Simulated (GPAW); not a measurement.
## Work function of Cr2NOS MXene monolayer at several levels

How far do functional and basis move the work function of Cr2NOS MXene monolayer?

Main program and level: GPAW 26.7.0; GPAW, PAW setups; layer in a repeated cell with vacuum, relaxation of atoms and in-plane cell, in the first sound run; inputs show where later runs differ.

## Step 1: The starting structure

The cell holds 5 atoms: 1 S, 2 Cr, 1 N and 1 O. Cell: a = 2.764 Å, b = 2.764 Å, c = 20.890 Å, α = 90.0°, β = 90.0°, γ = 120.0°. Vacuum lies along c.

Structure file:

```cif
data_structure
_symmetry_space_group_name_H-M 'P 1'
_symmetry_Int_Tables_number 1
_cell_length_a 2.7645
_cell_length_b 2.7645
_cell_length_c 20.8900
_cell_angle_alpha 90.000
_cell_angle_beta 90.000
_cell_angle_gamma 120.000
_cell_volume 138.26
loop_
_atom_site_label
_atom_site_type_symbol
_atom_site_fract_x
_atom_site_fract_y
_atom_site_fract_z
_atom_site_occupancy
S1 S 0.33333 0.66667 0.38296 1
Cr2 Cr 0.66667 0.33333 0.46230 1
N3 N 0.00000 0.00000 0.51452 1
Cr4 Cr 0.33333 0.66667 0.56673 1
O5 O 0.66667 0.33333 0.61704 1
```

## Step 2: Relaxation

Forces are removed first; all later runs use this geometry.

run.py reads:

```python
import json
import numpy as np
from ase import Atoms
from ase.filters import FrechetCellFilter
from ase.optimize import BFGS
from gpaw import GPAW, PW

slab = Atoms(
    ['S', 'Cr', 'N', 'Cr', 'O'],
    positions=[
        [-0.00000, 1.59607, 8.00000],
        [1.38224, 0.79804, 9.65746],
        [0.00000, 0.00000, 10.74824],
        [-0.00000, 1.59607, 11.83903],
        [1.38224, 0.79804, 12.88997]],
    cell=[[2.76448, 0.0, 0.0], [-1.38224, 2.39411, 0.0], [0.0, 0.0, 20.89]],
    pbc=[True, True, True],
    magmoms=[0.0, 2.0, 0.0, 2.0, 0.0])

slab.calc = GPAW(mode=PW(600), xc='PBE', kpts={'size': (12, 12, 1), 'gamma': True},
                 occupations={'name': 'fermi-dirac', 'width': 0.05}, nbands='160%',
                 convergence={'density': 1e-05}, maxiter=200,
                 symmetry={'tolerance': 1e-3}, txt='slab.txt')
result = {}
# The in-plane cell is free; stress needs a cell that repeats along all three vectors
path = []
opt = BFGS(FrechetCellFilter(slab, mask=[1, 1, 0, 0, 0, 1]), maxstep=0.2)
opt.attach(lambda: path.append((slab.get_potential_energy(), slab.positions.tolist(), slab.get_forces().tolist())))
result['relaxed'] = bool(opt.run(fmax=0.02, steps=45))
result['path'] = path
result['cell'] = slab.cell.tolist()
print('in-plane lattice', slab.cell.cellpar().round(4)[[0, 1, 5]])
energy = slab.get_potential_energy()
fermi = slab.calc.get_fermi_level()
v = slab.calc.get_electrostatic_potential().mean((0, 1)) - fermi
n = slab.calc.get_pseudo_density().mean((0, 1))
L = slab.cell[2, 2]
z = np.arange(len(v)) * L / len(v)
low, high = slab.positions[:, 2].min(), slab.positions[:, 2].max()
below, above = np.interp([low - 5.8, high + 5.8], z, v)
slopes = [np.interp(x, z, np.gradient(v, z)) for x in (low - 5.8, high + 5.8)]
eps = np.array([[slab.calc.get_eigenvalues(k, s) for k in range(len(slab.calc.get_ibz_k_points()))]
                for s in range(slab.calc.get_number_of_spins())]) - fermi
top, bottom = eps[eps < 0].max(), eps[eps > 0].min()
dipole = slab.get_dipole_moment()[2]
print(f'energy {energy:.4f} eV, Fermi level {fermi:.4f} eV, dipole {dipole:.5f} e A')
print(f'potential 5.8 A off the faces, from the Fermi level: lower {below:.4f} eV, upper {above:.4f} eV')
print(f'slope of the potential there: lower {slopes[0]:.5f}, upper {slopes[1]:.5f} eV/A')
print(f'nearest levels on the mesh: {top:.4f} and {bottom:.4f} eV')
print('magnetic moment', round(slab.get_magnetic_moment(), 3))
result.update(energy=energy, fermi=fermi, dipole=dipole, below=below, above=above, slopes=slopes, edges=[top, bottom],
              z=z.tolist(), v=v.tolist(), n=n.tolist(), positions=slab.positions.tolist(),
              forces=slab.get_forces(apply_constraint=False).tolist(), moments=slab.get_magnetic_moments().tolist())
json.dump(result, open('result.json', 'w'))
```

Run with:

```console
$ OMP_NUM_THREADS=1 OPENBLAS_NUM_THREADS=1 python run.py
```

The log of the run:

```text
Step          Energy          fmax
BFGS:    0      -39.134261        2.787099
BFGS:    1      -39.402362        1.840083
BFGS:    2      -39.928750        0.815448
BFGS:    3      -40.023384        0.533539
BFGS:    4      -40.056481        0.384946
BFGS:    5      -40.067627        0.161682
BFGS:    6      -40.071293        0.174027
BFGS:    7      -40.074615        0.213804
BFGS:    8      -40.081077        0.197474
BFGS:    9      -40.091415        0.196716
BFGS:   10      -40.101804        0.182330
BFGS:   11      -40.105699        0.094940
BFGS:   12      -40.106112        0.046683
BFGS:   13      -40.105843        0.026158
BFGS:   14      -40.105815        0.008861
in-plane lattice [  2.915   2.915 120.   ]
energy -40.0920 eV, Fermi level -0.4718 eV, dipole -0.09741 e A
potential 5.8 A off the faces, from the Fermi level: lower 5.4778 eV, upper 5.9784 eV
slope of the potential there: lower -0.11525, upper -0.11428 eV/A
nearest levels on the mesh: -0.0474 and 0.0086 eV
magnetic moment 3.018
```

Elapsed: 51 min, on 1 thread of Arm Neoverse V1, shared host; peak memory 0.82 GiB.

This step gave:

```
dipole along the normal                    : -0.09741 e·Å
levels nearest the Fermi level on the mesh : -0.04737, 0.008620 eV from the Fermi level
site moments                               : -0.02549, 0.4535, -0.005406, 2.452, -0.01982 μB
sum of the site moments                    : 2.855 μB
```

The electrostatic potential energy of an electron (without an applied field's), less the Fermi level, planar mean oscillates, so the rows of the table below give means over windows of 1 Å about each position, cut where the curve ends. Its maxima inside the range that stand out by 2 % of the span (Å: eV): 8.8: -5.68, 10.3: -7.74, 11.2: -5.43, 12.5: -11.1, 14.8: 6.40. Its minima: 8.0: -23.8, 9.6: -18.3, 10.7: -14.2, 12.0: -18.2, 12.9: -12.9.

Table of electrostatic potential energy of an electron (without an applied field's), less the Fermi level, planar mean by z; means over each step:

```tsv
z (Å)	electrostatic potential energy of an electron (without an applied field's), less the Fermi level, planar mean (eV)
0	5.70
1	5.61
2	5.50
3	5.38
4	5.27
5	5.15
6	4.87
7	1.01
8	-16.8
9	-10.1
10	-12.1
11	-9.20
12	-14.8
13	-7.32
14	5.65
15	6.38
16	6.29
17	6.17
18	6.06
19	5.95
20	5.83
```

The pseudo valence density, planar mean oscillates, so the rows of the table below give means over windows of 0.5 Å about each position, cut where the curve ends. Its maxima inside the range that stand out by 2 % of the span (Å: e/Å³): 7.66: 0.483, 8.36: 0.567, 9.57: 0.641, 10.62: 0.784, 12.88: 1.05. Its minima: 8.01: 0.451, 9.05: 0.456, 9.92: 0.549, 11.49: 0.447.

Table of pseudo valence density, planar mean by z; means over each step:

```tsv
z (Å)	pseudo valence density, planar mean (e/Å³)
4.5	6.3e-5
5.0	3.0e-4
5.5	0.00141
6.0	0.00711
6.5	0.0362
7.0	0.161
7.5	0.405
8.0	0.482
8.5	0.530
9.0	0.474
9.5	0.598
10.0	0.577
10.5	0.737
11.0	0.650
11.5	0.487
12.0	0.641
12.5	0.809
13.0	0.910
13.5	0.318
14.0	0.0476
14.5	0.00718
15.0	0.00115
15.5	1.9e-4
16.0	3.4e-5
```

Site moment by atom:

```tsv
atom	site moment (μB)
S1	-0.03
Cr2	0.45
N3	-0.01
Cr4	2.45
O5	-0.02
```

The relaxation lowered the energy of the cell by 0.977 eV (energies extrapolated to zero smearing; the optimiser's log prints free energies). The largest force left on a free atom is 0.0089 eV/Å.

## Step 3: The slab's potential

The work function is the vacuum plateau of the electrostatic potential less the Fermi level; a dipole layer lets the two faces have plateaus of their own.

This step: GPAW, PAW setups; slab in vacuum (GPAW 26.7.0).

run.py: that of step 2 with these lines changed.

```diff
@@ -3,4 +3,2 @@
 from ase import Atoms
-from ase.filters import FrechetCellFilter
-from ase.optimize import BFGS
 from gpaw import GPAW, PW
@@ -10,24 +8,17 @@
     positions=[
-        [-0.00000, 1.59607, 8.00000],
-        [1.38224, 0.79804, 9.65746],
-        [0.00000, 0.00000, 10.74824],
-        [-0.00000, 1.59607, 11.83903],
-        [1.38224, 0.79804, 12.88997]],
-    cell=[[2.76448, 0.0, 0.0], [-1.38224, 2.39411, 0.0], [0.0, 0.0, 20.89]],
-    pbc=[True, True, True],
+        [0.00000, 1.68299, 8.00000],
+        [1.45752, 0.84150, 9.56367],
+        [0.00000, -0.00000, 10.70672],
+        [0.00000, 1.68299, 12.00972],
+        [1.45752, 0.84150, 12.92824]],
+    cell=[[2.91503, -0.0, 0.0], [-1.45752, 2.52449, 0.0], [0.0, 0.0, 20.9282]],
+    pbc=[True, True, False],
     magmoms=[0.0, 2.0, 0.0, 2.0, 0.0])
 
-slab.calc = GPAW(mode=PW(600), xc='PBE', kpts={'size': (12, 12, 1), 'gamma': True},
+slab.calc = GPAW(mode=PW(500), xc='PBE', kpts={'size': (12, 12, 1), 'gamma': True},
                  occupations={'name': 'fermi-dirac', 'width': 0.05}, nbands='160%',
                  convergence={'density': 1e-05}, maxiter=200,
+                 poissonsolver={'dipolelayer': 'xy'},
                  symmetry={'tolerance': 1e-3}, txt='slab.txt')
 result = {}
-# The in-plane cell is free; stress needs a cell that repeats along all three vectors
-path = []
-opt = BFGS(FrechetCellFilter(slab, mask=[1, 1, 0, 0, 0, 1]), maxstep=0.2)
-opt.attach(lambda: path.append((slab.get_potential_energy(), slab.positions.tolist(), slab.get_forces().tolist())))
-result['relaxed'] = bool(opt.run(fmax=0.02, steps=45))
-result['path'] = path
-result['cell'] = slab.cell.tolist()
-print('in-plane lattice', slab.cell.cellpar().round(4)[[0, 1, 5]])
 energy = slab.get_potential_energy()
```

The log of the run:

```text
energy -39.3093 eV, Fermi level -0.4917 eV, dipole -0.06650 e A
potential 5.8 A off the faces, from the Fermi level: lower 4.9365 eV, upper 6.5676 eV
slope of the potential there: lower -0.00136, upper 0.00059 eV/A
nearest levels on the mesh: -0.0453 and 0.0082 eV
magnetic moment 3.018
```

Run time: 3.1 min. Hardware: 1 thread; peak memory 0.29 GiB.

Numbers from this step:

| Item | Value |
| --- | --- |
| dipole along the normal | -0.06650 e·Å |
| levels nearest the Fermi level on the mesh | -0.04534, 0.008166 eV from the Fermi level |
| upper work function | 6.568 eV |
| lower work function | 4.936 eV |
| site moments | -0.02586, 0.4591, -0.005959, 2.448, -0.02082 μB |

The electrostatic potential energy of an electron (without an applied field's), less the Fermi level, planar mean oscillates, so the rows of the table below give means over windows of 1.36 Å about each position, cut where the curve ends. Its maxima inside the range that stand out by 2 % of the span (Å: eV): 8.8: -5.72, 10.3: -7.73, 11.2: -5.45, 12.6: -11.0. Its minima: 8.0: -23.7, 9.6: -18.3, 10.7: -14.1, 12.0: -18.2, 12.9: -13.0.

The electrostatic potential energy of an electron (without an applied field's), less the Fermi level, planar mean by z; means over each step:

```tsv
z (Å)	electrostatic potential energy of an electron (without an applied field's), less the Fermi level, planar mean (eV)
0.68	5.05
2.04	4.94
3.40	4.94
4.76	4.93
6.12	4.61
7.48	-8.71
8.84	-11.3
10.20	-12.4
11.56	-11.5
12.92	-7.87
14.28	6.09
15.64	6.56
17.00	6.57
18.36	6.57
19.72	6.57
```

The pseudo valence density, planar mean oscillates, so the rows of the table below give means over windows of 1 Å about each position, cut where the curve ends. Its maxima inside the range that stand out by 2 % of the span (Å: e/Å³): 7.8: 0.480, 8.3: 0.566, 9.7: 0.627, 10.7: 0.780, 12.8: 1.02. Its minima: 7.9: 0.440, 8.9: 0.455, 10.1: 0.552, 11.4: 0.447.

Pseudo valence density, planar mean against z; means over each step:

```tsv
z (Å)	pseudo valence density, planar mean (e/Å³)
4	1.9e-5
5	4.1e-4
6	0.00957
7	0.176
8	0.490
9	0.507
10	0.618
11	0.641
12	0.623
13	0.792
14	0.0819
15	0.00176
16	4.8e-5
```

Site moment by atom:

```tsv
atom	site moment (μB)
S1	-0.03
Cr2	0.46
N3	-0.01
Cr4	2.45
O5	-0.02
```

Force by atom:

```tsv
atom	x (eV/Å)	y (eV/Å)	z (eV/Å)	size
S1	0.0000	0.0000	-0.0055	0.0055
Cr2	0.0000	0.0000	-0.0337	0.0337
N3	0.0000	0.0000	-0.0700	0.0700
Cr4	0.0000	0.0000	0.0285	0.0285
O5	0.0000	0.0000	0.0732	0.0732
```

The potential is flat to 0.001 eV/Å where it is read, so the vacuum is wide enough.

## Step 4: Self-consistent run: xc = "revPBE"

The same geometry under revPBE, to see how far the functional moves the levels against the vacuum.

run.py: that of step 3 with these lines changed.

```diff
@@ -17,3 +17,3 @@
 
-slab.calc = GPAW(mode=PW(500), xc='PBE', kpts={'size': (12, 12, 1), 'gamma': True},
+slab.calc = GPAW(mode=PW(500), xc='revPBE', kpts={'size': (12, 12, 1), 'gamma': True},
                  occupations={'name': 'fermi-dirac', 'width': 0.05}, nbands='160%',
```

The log of the run:

```text
energy -37.4201 eV, Fermi level -0.4014 eV, dipole -0.06569 e A
potential 5.8 A off the faces, from the Fermi level: lower 4.8434 eV, upper 6.4546 eV
slope of the potential there: lower -0.00136, upper 0.00058 eV/A
nearest levels on the mesh: -0.0417 and 0.0019 eV
magnetic moment 3.032
```

Elapsed: 3.3 min, on 1 thread; peak memory 0.29 GiB.

Numbers from this step:

```yaml
dipole_along_the_normal: -0.06569 e·Å
levels_nearest_the_fermi_level_on_the_mesh: -0.04171, 0.001911 eV from the Fermi level
upper_work_function: 6.455 eV
lower_work_function: 4.843 eV
site_moments: -0.02899, 0.4689, -0.008511, 2.469, -0.02672 μB
sum_of_the_site_moments: 2.873 μB
```

The electrostatic potential energy of an electron (without an applied field's), less the Fermi level, planar mean oscillates, so the rows of the table below give means over windows of 1.36 Å about each position, cut where the curve ends. Its maxima inside the range that stand out by 2 % of the span (Å: eV): 8.8: -5.78, 10.3: -7.79, 11.2: -5.53, 12.6: -11.1. Its minima: 8.0: -23.8, 9.6: -18.3, 10.7: -14.2, 12.0: -18.3, 12.9: -13.1.

Table of electrostatic potential energy of an electron (without an applied field's), less the Fermi level, planar mean by z; means over each step:

```tsv
z (Å)	electrostatic potential energy of an electron (without an applied field's), less the Fermi level, planar mean (eV)
0.68	4.96
2.04	4.84
3.40	4.84
4.76	4.84
6.12	4.53
7.48	-8.77
8.84	-11.3
10.20	-12.4
11.56	-11.6
12.92	-7.94
14.28	5.98
15.64	6.45
17.00	6.45
18.36	6.45
19.72	6.45
```

Table of pseudo valence density, planar mean by z:

```tsv
z (Å)	pseudo valence density, planar mean (e/Å³)
0.00	0
0.58	1.2e-6
1.16	0
1.74	1.3e-6
2.33	0
2.71	0
3.29	2.8e-6
3.88	9.0e-6
4.46	5.2e-5
5.04	2.9e-4
5.62	0.00174
6.20	0.0111
6.78	0.0724
7.36	0.343
7.75	0.480
8.33	0.567
8.91	0.455
9.50	0.627
10.08	0.552
10.66	0.780
11.24	0.510
11.82	0.584
12.40	0.704
12.98	1.02
13.37	0.463
13.95	0.0498
14.53	0.00531
15.11	6.3e-4
15.70	8.2e-5
16.28	1.1e-5
16.86	3.7e-6
17.44	0
18.02	1.8e-6
18.41	1.6e-6
18.99	0
19.57	1.4e-6
20.15	0
20.73	1.3e-6
```

Force by atom:

```tsv
atom	x (eV/Å)	y (eV/Å)	z (eV/Å)	size
S1	0.000	0.000	-0.180	0.180
Cr2	0.000	0.000	-0.117	0.117
N3	0.000	0.000	-0.086	0.086
Cr4	0.000	0.000	0.000	0.000
O5	0.000	0.000	0.375	0.375
```

The upper face's work function is 6.455 eV, against 6.568 eV in the first plane-wave PBE run at this geometry.

## Step 5: Self-consistent run: xc = "LDA"

The same geometry under LDA, to see how far the functional moves the levels against the vacuum.

run.py: that of step 4 with these lines changed.

```diff
@@ -17,3 +17,3 @@
 
-slab.calc = GPAW(mode=PW(500), xc='revPBE', kpts={'size': (12, 12, 1), 'gamma': True},
+slab.calc = GPAW(mode=PW(500), xc='LDA', kpts={'size': (12, 12, 1), 'gamma': True},
                  occupations={'name': 'fermi-dirac', 'width': 0.05}, nbands='160%',
```

The log of the run:

```text
energy -43.8854 eV, Fermi level -0.7158 eV, dipole -0.06549 e A
potential 5.8 A off the faces, from the Fermi level: lower 5.1678 eV, upper 6.7744 eV
slope of the potential there: lower -0.00138, upper 0.00060 eV/A
nearest levels on the mesh: -0.0168 and 0.0187 eV
magnetic moment 2.76
```

It took 3.2 min on 1 thread; peak memory 0.28 GiB.

Numbers from this step:

```yaml
dipole_along_the_normal: -0.06549 e·Å
levels_nearest_the_fermi_level_on_the_mesh: -0.01679, 0.01870 eV from the Fermi level
upper_work_function: 6.774 eV
lower_work_function: 5.168 eV
site_moments: -0.01833, 0.2823, -0.002272, 2.343, -0.01528 μB
sum_of_the_site_moments: 2.589 μB
```

The electrostatic potential energy of an electron (without an applied field's), less the Fermi level, planar mean oscillates, so the rows of the table below give means over windows of 1.36 Å about each position, cut where the curve ends. Its maxima inside the range that stand out by 2 % of the span (Å: eV): 8.8: -5.46, 10.3: -7.47, 11.2: -5.17, 12.6: -10.8. Its minima: 8.0: -23.5, 9.6: -18.0, 10.7: -13.9, 12.0: -18.0, 12.9: -12.8.

Electrostatic potential energy of an electron (without an applied field's), less the Fermi level, planar mean against z; means over each step:

```tsv
z (Å)	electrostatic potential energy of an electron (without an applied field's), less the Fermi level, planar mean (eV)
0.68	5.28
2.04	5.17
3.40	5.17
4.76	5.16
6.12	4.84
7.48	-8.53
8.84	-11.0
10.20	-12.1
11.56	-11.2
12.92	-7.67
14.28	6.30
15.64	6.77
17.00	6.77
18.36	6.77
19.72	6.77
```

The upper face's work function is 6.774 eV, against 6.568 eV in the first plane-wave PBE run at this geometry.

## Step 6: OptPBE vdW: xc = "optPBE-vdW"

The same geometry under optPBE-vdW, to see how far the functional moves the levels against the vacuum (the van der Waals functionals take revPBE setups).

run.py: that of step 5 with these lines changed.

```diff
@@ -17,3 +17,3 @@
 
-slab.calc = GPAW(mode=PW(500), xc='LDA', kpts={'size': (12, 12, 1), 'gamma': True},
+slab.calc = GPAW(mode=PW(500), xc='optPBE-vdW', kpts={'size': (12, 12, 1), 'gamma': True},
                  occupations={'name': 'fermi-dirac', 'width': 0.05}, nbands='160%',
```

The log of the run:

```text
energy -65.7998 eV, Fermi level -0.7047 eV, dipole -0.06814 e A
potential 5.8 A off the faces, from the Fermi level: lower 5.1876 eV, upper 6.8591 eV
slope of the potential there: lower -0.00139, upper 0.00060 eV/A
nearest levels on the mesh: -0.0401 and 0.0039 eV
magnetic moment 3.018
```

It took 3.6 min on 1 thread; peak memory 0.44 GiB.

Numbers from this step:

| Item | Value |
| --- | --- |
| dipole along the normal | -0.06814 e·Å |
| levels nearest the Fermi level on the mesh | -0.04006, 0.003922 eV from the Fermi level |
| upper work function | 6.859 eV |
| lower work function | 5.188 eV |
| site moments | -0.02476, 0.4546, -0.005986, 2.450, -0.01750 μB |
| sum of the site moments | 2.856 μB |

The electrostatic potential energy of an electron (without an applied field's), less the Fermi level, planar mean oscillates, so the rows of the table below give means over windows of 1.36 Å about each position, cut where the curve ends. Its maxima inside the range that stand out by 2 % of the span (Å: eV): 8.8: -5.69, 10.3: -7.64, 11.2: -5.39, 12.6: -10.9. Its minima: 8.0: -23.6, 9.6: -18.2, 10.7: -14.0, 12.0: -18.1, 12.9: -12.8.

The electrostatic potential energy of an electron (without an applied field's), less the Fermi level, planar mean by z; means over each step:

```tsv
z (Å)	electrostatic potential energy of an electron (without an applied field's), less the Fermi level, planar mean (eV)
0.68	5.31
2.04	5.19
3.40	5.19
4.76	5.18
6.12	4.83
7.48	-8.61
8.84	-11.2
10.20	-12.3
11.56	-11.4
12.92	-7.70
14.28	6.35
15.64	6.85
17.00	6.86
18.36	6.86
19.72	6.86
```

The upper face's work function is 6.859 eV, against 6.568 eV in the first plane-wave PBE run at this geometry.

## Step 7: Self-consistent run: xc = "RPBE"

The same geometry under RPBE, to see how far the functional moves the levels against the vacuum.

run.py: that of step 6 with these lines changed.

```diff
@@ -17,3 +17,3 @@
 
-slab.calc = GPAW(mode=PW(500), xc='optPBE-vdW', kpts={'size': (12, 12, 1), 'gamma': True},
+slab.calc = GPAW(mode=PW(500), xc='RPBE', kpts={'size': (12, 12, 1), 'gamma': True},
                  occupations={'name': 'fermi-dirac', 'width': 0.05}, nbands='160%',
```

The log of the run:

```text
energy -37.0579 eV, Fermi level -0.3946 eV, dipole -0.06558 e A
potential 5.8 A off the faces, from the Fermi level: lower 4.8460 eV, upper 6.4547 eV
slope of the potential there: lower -0.00135, upper 0.00058 eV/A
nearest levels on the mesh: -0.0010 and 0.0095 eV
magnetic moment 3.038
```

Elapsed: 3.4 min, on 1 thread; peak memory 0.29 GiB.

Numbers from this step:

| Property | Result |
| --- | --- |
| dipole along the normal | -0.06558 e·Å |
| levels nearest the Fermi level on the mesh | -9.66e-4, 0.009491 eV from the Fermi level |
| upper work function | 6.455 eV |
| lower work function | 4.846 eV |
| site moments | -0.03026, 0.4742, -0.009417, 2.476, -0.02855 μB |
| sum of the site moments | 2.882 μB |

The upper face's work function is 6.455 eV, against 6.568 eV in the first plane-wave PBE run at this geometry.

[end of part 1 of 2]

[Logs are printed without paths, hosts, clocks, repeated set-up lines and the standing remarks that a program may print on its own settings, such as how far it seeks lower states.]

[Hosts, paths, dates, database ids (printed as entryN), source tags and the programs' standing remarks are cut or masked in the printed files.]
